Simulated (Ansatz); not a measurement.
**ScTeN3 (model cell, started as cubic perovskite with Te in the octahedra): a soft mode frozen in**

Aim: this structure of ScTeN3 (model cell, started as cubic perovskite with Te in the octahedra) is to be tested for unstable modes, and one is followed downhill.

Main program and level: Ansatz 0.2.0; DFT PBEsol, scalar-relativistic, plane waves, PAW; PAW set soft_1.

Most raw output is cut from this account.

The structure was built from a prototype and need not be the compound's stable phase.

### 1. Set-up

Symmetry: Pm-3m, No. 221, cubic system. Conventional cell: a = 3.913 Å, b = 3.913 Å, c = 3.913 Å, α = 90.00°, β = 90.00°, γ = 90.00°. Sc has 12 N at 2.77 Å and 8 Te at 3.39 Å nearest. Nearest to Te lie 6 N at 1.96 Å and 8 Sc at 3.39 Å. Nearest to N lie 2 Te at 1.96 Å and 4 Sc at 2.77 Å. Farther neighbours and most contacts between anions are not listed.

### 2. Response at finite wavevector

The cell comes from relaxations at this level that are not shown. Stability and thermal properties need the whole zone. Linear response on a 4×4×4 q mesh gives force constants as far as a supercell of that size would.

input.yaml

```yaml
crystal:
  lattice:
    - [3.9131533689, 0.0, 0.0]
    - [0.0, 3.9131533689, 0.0]
    - [0.0, 0.0, 3.9131533689]
  atoms:
    - { symbol: Sc, position: [0.0, 0.0, 0.0] }
    - { symbol: Te, position: [0.5, 0.5, 0.5] }
    - { symbol: "N", position: [0.5, 0.5, 0.0] }
    - { symbol: "N", position: [0.5, 0.0, 0.5] }
    - { symbol: "N", position: [0.0, 0.5, 0.5] }
kpoints:
  mp_grid: { grid: [12, 12, 12] }
hamiltonian:
  xc: pbesol
  pseudopotentials: { kind: paw, azcp: { folder: soft_1 }, xc_functional: pbe }
scf:
  occupations: { method: methfessel_paxton, width: 0.2 }
output:
  eigenvalues: true
phonons:
  method: dfpt
  qmesh: [4, 4, 4]
  temperatures: { t_max: 1000, t_step: 50 }
  qpath:
    path:
      - [[0.0, 0.0, 0.0], [0.0, 0.5, 0.0], [0.5, 0.5, 0.0], [0.0, 0.0, 0.0], [0.5, 0.5, 0.5], [0.0, 0.5, 0.0]]
      - [[0.5, 0.5, 0.5], [0.5, 0.5, 0.0]]
    npoints: 10
```

The run is started by

```
> ansatz run input.yaml --threads 8 --pin off --max-ram 16384MiB --backend cpu --events-out ev --progress --plain --runs-dir out
```

Wall time 22 min (8 threads of AMD EPYC 7R32 (Zen 2), shared host); peak memory 6.3 GiB.

This step gave:

- volume per atom: 11.98 Å³
- gap on the k-mesh: 0 eV
- sum-rule residual before enforcement: 2.29e-5 eV/Å²
- lowest frequency on the path: -463.0 cm⁻¹
- point group: m-3m
- highest frequency on the path or at a solved wavevector: 985.2 cm⁻¹
- highest optical mode at the zone centre (no LO-TO term): 869.2 cm⁻¹
- lowest optical zone-centre mode: -295.9 cm⁻¹
- lowest mode on the q mesh (acoustic modes at Γ apart): -463.1 cm⁻¹

Frequencies (cm⁻¹) solved at each irreducible wavevector; negative means imaginary. Frequencies by wavevector, by row:

| q in reciprocal lattice units | star | mode 1 | mode 2 | mode 3 | mode 4 | mode 13 | mode 14 | mode 15 |
| --- | --- | --- | --- | --- | --- | --- | --- | --- |
| 0 0 0 | 1 | -295.9 | -295.9 | -295.9 | -240.4 | 869.2 | 869.2 | 869.2 |
| 0 0 0.25 | 6 | -277.9 | -277.9 | -228.1 | -208.2 | 866.5 | 874.9 | 874.9 |
| 0 0 -0.5 | 3 | -267.7 | -267.7 | -198 | -164.5 | 842.5 | 878.9 | 878.9 |
| 0 0.25 0.25 | 12 | -334.1 | -285.5 | -247.9 | -190.9 | 830.9 | 879.4 | 908.7 |
| 0 0.25 -0.5 | 12 | -363.5 | -259.8 | -246.7 | -220.8 | 806.5 | 883.9 | 904.6 |
| 0 -0.5 -0.5 | 3 | -406.6 | -301.8 | -301.8 | -97.7 | 790 | 888.3 | 940.3 |
| 0.25 0.25 0.25 | 8 | -342.1 | -319.3 | -319.3 | -211.4 | 832.2 | 832.2 | 938.1 |
| 0.25 0.25 -0.5 | 12 | -382.7 | -359.5 | -308.2 | -236.6 | 804.7 | 834.4 | 951.9 |
| 0.25 -0.5 -0.5 | 6 | -415.6 | -381.6 | -381.6 | -228.7 | 786.8 | 823.8 | 972.9 |
| -0.5 -0.5 -0.5 | 1 | -463.1 | -463.1 | -463.1 | -245.8 | 784.4 | 784.4 | 985.2 |

Interpolated from a 4×4×4 q mesh. Phonon branches along the path, in cm⁻¹:

| point | branch 1 | branch 2 | branch 3 | branch 4 | branch 12 | branch 13 | branch 14 | branch 15 |
| --- | --- | --- | --- | --- | --- | --- | --- | --- |
| Γ | -296 | -296 | -296 | -240 | 215 | 869 | 869 | 869 |
| halfway | -278 | -278 | -228 | -208 | 254 | 866 | 875 | 875 |
| X | -268 | -268 | -198 | -164 | 317 | 842 | 879 | 879 |
| halfway | -364 | -260 | -247 | -221 | 333 | 806 | 884 | 905 |
| M | -407 | -302 | -302 | -98 | 346 | 790 | 888 | 940 |
| halfway | -334 | -286 | -248 | -191 | 278 | 831 | 879 | 909 |
| Γ | -296 | -296 | -296 | -240 | 215 | 869 | 869 | 869 |
| halfway | -342 | -319 | -319 | -211 | 307 | 832 | 832 | 938 |
| R | -463 | -463 | -463 | -246 | 356 | 784 | 784 | 985 |
| halfway | -383 | -360 | -308 | -237 | 345 | 805 | 834 | 952 |
| X | -268 | -268 | -198 | -164 | 317 | 842 | 879 | 879 |
| jump to R | -463 | -463 | -463 | -246 | 356 | 784 | 784 | 985 |
| halfway | -416 | -382 | -382 | -229 | 351 | 787 | 824 | 973 |
| M | -407 | -302 | -302 | -98 | 346 | 790 | 888 | 940 |

Symmetry leaves 10 wavevectors to solve. The lowest mode among them, the acoustic zeros apart, lies at q = (-0.5, -0.5, -0.5) and is imaginary, 463.1i cm⁻¹, so the energy falls along it.

### 3. The mode frozen in, largest atomic shift 0 Å

The mode followed lies at q = (-0.5, -0.5, -0.5) with frequency 463.0i cm⁻¹ and is 3-fold degenerate, the softest among the wavevectors solved. At small amplitude the distorted cell has space group no. 140 by a symmetry search on the positions. The undistorted cell that holds it gives the zero of energy on the same k mesh.

System of this step: ScTeN3 (model cell, started as cubic perovskite with Te in the octahedra). The structure is cubic, space group Pm-3m (No. 221). Conventional cell: a = 3.913 Å, b = 3.913 Å, c = 3.913 Å, α = 90.00°, β = 90.00°, γ = 90.00°. Nearest to Sc lie 12 N at 2.77 Å and 8 Te at 3.39 Å. Nearest to Te lie 6 N at 1.96 Å and 8 Sc at 3.39 Å. Nearest to N lie 2 Te at 1.96 Å and 4 Sc at 2.77 Å. Farther neighbours and most contacts between anions are not listed.

input.yaml

```yaml
crystal:
  lattice:
    - [3.9131533689, 3.9131533689, 0.0]
    - [3.9131533689, 0.0, 3.9131533689]
    - [3.9131533689, 0.0, -3.9131533689]
  atoms:
    - { symbol: Sc, position: [0.0, 0.0, 0.0] }
    - { symbol: Sc, position: [0.0, 0.5, 0.5] }
    - { symbol: Te, position: [0.5, 0.25, 0.75] }
    - { symbol: Te, position: [0.5, 0.75, 0.25] }
    - { symbol: "N", position: [0.5, 0.5, 0.5] }
    - { symbol: "N", position: [0.5, 0.0, 0.0] }
    - { symbol: "N", position: [0.0, 0.0, 0.5] }
    - { symbol: "N", position: [0.0, 0.5, 0.0] }
    - { symbol: "N", position: [0.5, 0.5, 0.0] }
    - { symbol: "N", position: [0.5, 0.0, 0.5] }
kpoints:
  mp_grid: { grid: [10, 10, 10] }
hamiltonian:
  xc: pbesol
  pseudopotentials: { kind: paw, azcp: { folder: soft_1 }, xc_functional: pbe }
scf:
  occupations: { method: methfessel_paxton, width: 0.2 }
output:
  forces: true
  stress: true
  eigenvalues: true
```

Wall time 3.2 s (8 threads); peak memory 0.78 GiB; 22 s of CPU time.

Numbers from this step:

```
pressure                         : 0.09731 GPa
energy from the undistorted cell : 0 meV/atom
```

The run ends at a pressure of 0.10 GPa.

### 4. The mode frozen in, largest atomic shift 0.6 Å

The atoms are moved along the unstable eigenvector, the largest shift by 0.6 Å, with the cell fixed.

input.yaml, the sections that differ from step 3:

```yaml
crystal:
  lattice:
    - [3.9131533689, 3.9131533689, 0.0]
    - [3.9131533689, 0.0, 3.9131533689]
    - [3.9131533689, 0.0, -3.9131533689]
  atoms:
    - { symbol: Sc, position: [0.0, 0.0, 0.0] }
    - { symbol: Sc, position: [0.0, 0.5, 0.5] }
    - { symbol: Te, position: [0.5, 0.25, 0.75] }
    - { symbol: Te, position: [0.5, 0.75, 0.25] }
    - { symbol: "N", position: [0.5, 0.4233354863, 0.4233354863] }
    - { symbol: "N", position: [0.5, 0.0766645137, 0.0766645137] }
    - { symbol: "N", position: [0.0, 0.0, 0.5] }
    - { symbol: "N", position: [0.0, 0.5, 0.0] }
    - { symbol: "N", position: [0.5, 0.5766645137, -0.0766645137] }
    - { symbol: "N", position: [0.5, -0.0766645137, 0.5766645137] }
# kpoints, hamiltonian, scf, output: as in step 3
```

The job ended after 5.4 s (8 threads; peak memory 0.95 GiB).

Numbers from this step:

```yaml
pressure: -5.803 GPa
energy_from_the_undistorted_cell: -315.4 meV/atom
```

The energy, extrapolated to zero smearing, is -315.36 meV/atom against the undistorted cell.

The run ends at a pressure of -5.80 GPa, with forces up to 0.68 eV/Å.

### 5. Energy along the mode, all amplitudes (two of the runs are shown above)

An imaginary frequency means negative curvature, so the energy should fall and then rise again as anharmonic terms take over.

This step gave:

- depth at the lowest point sampled: 315.4 meV/atom
- largest atomic shift at that point: 0.6 Å

Table of energy from the parent by largest atomic shift:

| largest atomic shift (Å) | energy from the parent (meV/atom) |
| --- | --- |
| 0.000 | 0 |
| 0.040 | -3.43 |
| 0.080 | -13.2 |
| 0.140 | -37.9 |
| 0.220 | -84.3 |
| 0.320 | -154 |
| 0.450 | -245 |
| 0.600 | -315 |

Displacement at unit largest shift by atom:

| atom | x (Å) | y (Å) | z (Å) | size |
| --- | --- | --- | --- | --- |
| Sc1 | 0.00 | 0.00 | 0.00 | 0.00 |
| Sc2 | 0.00 | 0.00 | 0.00 | 0.00 |
| Te3 | 0.00 | 0.00 | 0.00 | 0.00 |
| Te4 | 0.00 | 0.00 | 0.00 | 0.00 |
| N5 | -1.00 | 0.00 | 0.00 | 1.00 |
| N6 | 1.00 | 0.00 | 0.00 | 1.00 |
| N7 | 0.00 | 0.00 | 0.00 | 0.00 |
| N8 | 0.00 | 0.00 | 0.00 | 0.00 |
| N9 | 0.00 | 0.00 | 1.00 | 1.00 |
| N10 | 0.00 | 0.00 | -1.00 | 1.00 |

The lowest of the steps tried is the last one, at 0.6 Å, 315 meV/atom below the parent; the bottom of the well need not coincide with a step.

### 6. Relaxing from the distorted cell

Starting from the lowest point found, all atoms and the cell are let go, so that strain and other modes of the same symmetry can join in.

input.yaml: that of step 4 with these lines changed.

```diff
@@ -27 +27,10 @@
   eigenvalues: true
+  write_density: true
+  write_potential: true
+  elf: true
+  volumetric_format: npy
+relax:
+  adjacent_minimum: "off"
+  f_tol: 0.002
+  max_steps: 120
+  cell: { stress_tol: 0.03 }
```

The job ended after 65 s (8 threads; peak memory 1 GiB).

Step by step:

| step | energy less that of the first step (eV) | largest force component (eV/Å) | pressure (GPa) | volume (Å³) |
| --- | --- | --- | --- | --- |
| 1 | 0.0000 | 0.6752 | -5.80 | 119.84 |
| 2 | -0.2710 | 0.6121 | 4.00 | 113.17 |
| 3 | -0.3417 | 0.0032 | -0.32 | 115.52 |
| 4 | -0.3484 | 0.0300 | -0.04 | 115.28 |
| 5 | -0.3501 | 0.0069 | 0.08 | 115.14 |
| 6 | -0.3500 | 0.0005 | -0.01 | 115.20 |
| 7* | -0.3443 | 0.0002 | -0.09 | 115.20 |
| 8 | -0.3444 | 0.0000 | 0.00 | 115.14 |
| 9* | -0.3443 | 0.0000 | 0.00 | 115.14 |

Relaxation steps marked * repeat the geometry before them on a plane-wave basis chosen anew for their cell, so energy and pressure can jump there.

Forces are held to the 16 operations that the run works with; a distortion that breaks them can't arise in this run.

| conventional cell, symmetrised | before | after | change |
| --- | --- | --- | --- |
| a (Å) | 5.534 | 5.373 | -2.9 % |
| b (Å) | 5.534 | 5.373 | -2.9 % |
| c (Å) | 7.826 | 7.976 | +1.9 % |
| volume (Å³/atom) | 11.98 | 11.51 | -3.9 % |

The atoms that moved most (Å, as changes of fractional coordinates times the final cell):

| atom | dx | dy | dz | length |
| --- | --- | --- | --- | --- |
| N10 | 0.000 | 0.000 | -0.088 | 0.088 |
| N6 | 0.088 | 0.000 | 0.000 | 0.088 |
| N9 | 0.000 | 0.000 | 0.088 | 0.088 |
| N5 | -0.088 | 0.000 | 0.000 | 0.088 |

Final coordinates:

```xyz
10
Lattice="3.7995 3.9878 0.0000 3.7995 0.0000 3.7995 3.7995 0.0000 -3.7995" Properties=species:S:1:pos:R:3 pbc="T T T"
Sc    0.0000    0.0000    0.0000
Sc    3.7995    0.0000    0.0000
Te    5.6993    1.9939   -1.8998
Te    5.6993    1.9939    1.8998
N     5.0286    1.9939    0.0000
N     2.5704    1.9939    0.0000
N     1.8998    0.0000   -1.8998
N     1.8998    0.0000    1.8998
N     3.7995    1.9939    2.5704
N     3.7995    1.9939   -2.5704
```

Numbers from this step:

```
pressure          : 1.58e-4 GPa
volume per atom   : 11.51 Å³
gap on the k-mesh : 0.07380 eV
```

Valence density in the ac plane of the conventional cell at fractional y = 0.000, with atoms of Sc and Te and N within 0.2 Å of it. It is the smooth field of the valence electrons, not physical close to the nuclei.

Ten steps, logarithmic in the rise over the least value, from '_' (0 e/Å³) to '@' (16 e/Å³), each cell a mean:
```
@@##==::::::......::::::::**%%
**++::........____........--**
----..______..::....____..::--
==--::____..==**++--____..--==
**++--____--##%%##++..__..==**
**++--..__==##%%%%**::__::==**
++==::____::**####==..__..--++
==--..____..--==--..______::--
==--..______........____..::==
%%**--........__........::==##
@@%%==::::::......::::::--**@@
@@##==::::::......::::::::**%%
**++::........____........--**
----..______..::....____..::--
==--::____..==**++--____..--==
**++--____--##%%##++..__..==**
**++--..__==##%%%%**::__::==**
++==::____::**####==..__..--++
==--..____..--==--..______::--
==--..______........____..::==
%%**--........__........::==##
@@%%==::::::......::::::--**@@
```
Columns run along a (5.4 Å), rows up along c (8.0 Å), edges of the conventional cell, whose origin can differ from the input's. Atoms in or near the plane, at fractional coordinates: Sc at (0.50, 0.75), Sc at (0.50, 0.25), Te at (0.00, 0.00), Te at (0.00, 0.50), N at (0.00, 0.25), N at (0.00, 0.75).

ELF in the ac plane of the conventional cell at fractional y = 0.000, with atoms of Sc and Te and N within 0.2 Å of it. It is the smooth field of the valence electrons, not physical close to the nuclei.

Ten even steps from '0' (0.03) to '9' (0.81), each cell a mean:
```
013467513665320
223245312553232
542111111111245
985202576301478
599415746722797
289516614722895
797303767611698
764101344201257
332223101232233
123356413664321
013467523775320
013467523665320
222245312553232
542111111111245
985202566301478
599415746722796
289516714722895
797303767611698
764101344201257
332233201232233
123356413664321
013467523775420
```
Columns run along a (5.4 Å), rows up along c (8.0 Å), edges of the conventional cell, whose origin can differ from the input's. Atoms in or near the plane, at fractional coordinates: Sc at (0.50, 0.75), Sc at (0.50, 0.25), Te at (0.00, 0.00), Te at (0.00, 0.50), N at (0.00, 0.25), N at (0.00, 0.75).

Electrostatic potential energy in the ac plane of the conventional cell at fractional y = 0.000, with atoms of Sc and Te and N within 0.2 Å of it. With pseudopotentials it is smooth inside the atoms' cores, unlike the true potential.

Ten even steps from '_' (-42 eV) to '@' (17 eV), each cell a mean:
```
@@++==%%@@@@@@@@@@@@@@%%**--%%
==--**%%@@@@@@@@@@@@@@@@##==--
++##%%@@@@@@%%####%%@@@@@@##**
++##@@@@@@##++--==**%%@@@@%%**
..==@@@@%%**..____==##@@@@##::
__--%%@@%%++..____--##@@@@**..
--**@@@@%%**--....++%%@@@@%%==
**%%@@@@@@%%**++**##@@@@@@%%##
==++##@@@@@@@@%%%%@@@@@@%%**==
**==++%%@@@@@@@@@@@@@@@@##--++
@@##--##@@@@@@@@@@@@@@%%++==@@
@@++==%%@@@@@@@@@@@@@@%%**--%%
==--**%%@@@@@@@@@@@@@@@@##==--
++##%%@@@@@@%%####%%@@@@@@##**
++##@@@@@@##++--==**%%@@@@%%**
..==@@@@%%**..____==##@@@@##::
__--%%@@%%++..____--##@@@@**..
--**@@@@%%**--....++%%@@@@%%==
**%%@@@@@@%%**++**##@@@@@@%%##
==++##@@@@@@@@%%%%@@@@@@%%**==
**==++%%@@@@@@@@@@@@@@@@##--++
@@##--##@@@@@@@@@@@@@@%%++==@@
```
Columns run along a (5.4 Å; values clipped at the 3rd and 97th percentile), rows up along c (8.0 Å), edges of the conventional cell, whose origin can differ from the input's. Atoms in or near the plane, at fractional coordinates: Sc at (0.50, 0.75), Sc at (0.50, 0.25), Te at (0.00, 0.00), Te at (0.00, 0.50), N at (0.00, 0.25), N at (0.00, 0.75).

The distorted start has space group I4/mcm; the relaxation ends in I4/mcm.

(Continued in part 2 of 2.)

[Logs are printed without paths, hosts, clocks, repeated set-up lines and the standing remarks that a program may print on its own settings, such as how far it seeks lower states.]

[Hosts, paths, dates, database ids (printed as entryN), source tags and the programs' standing remarks are cut or masked in the printed files.]
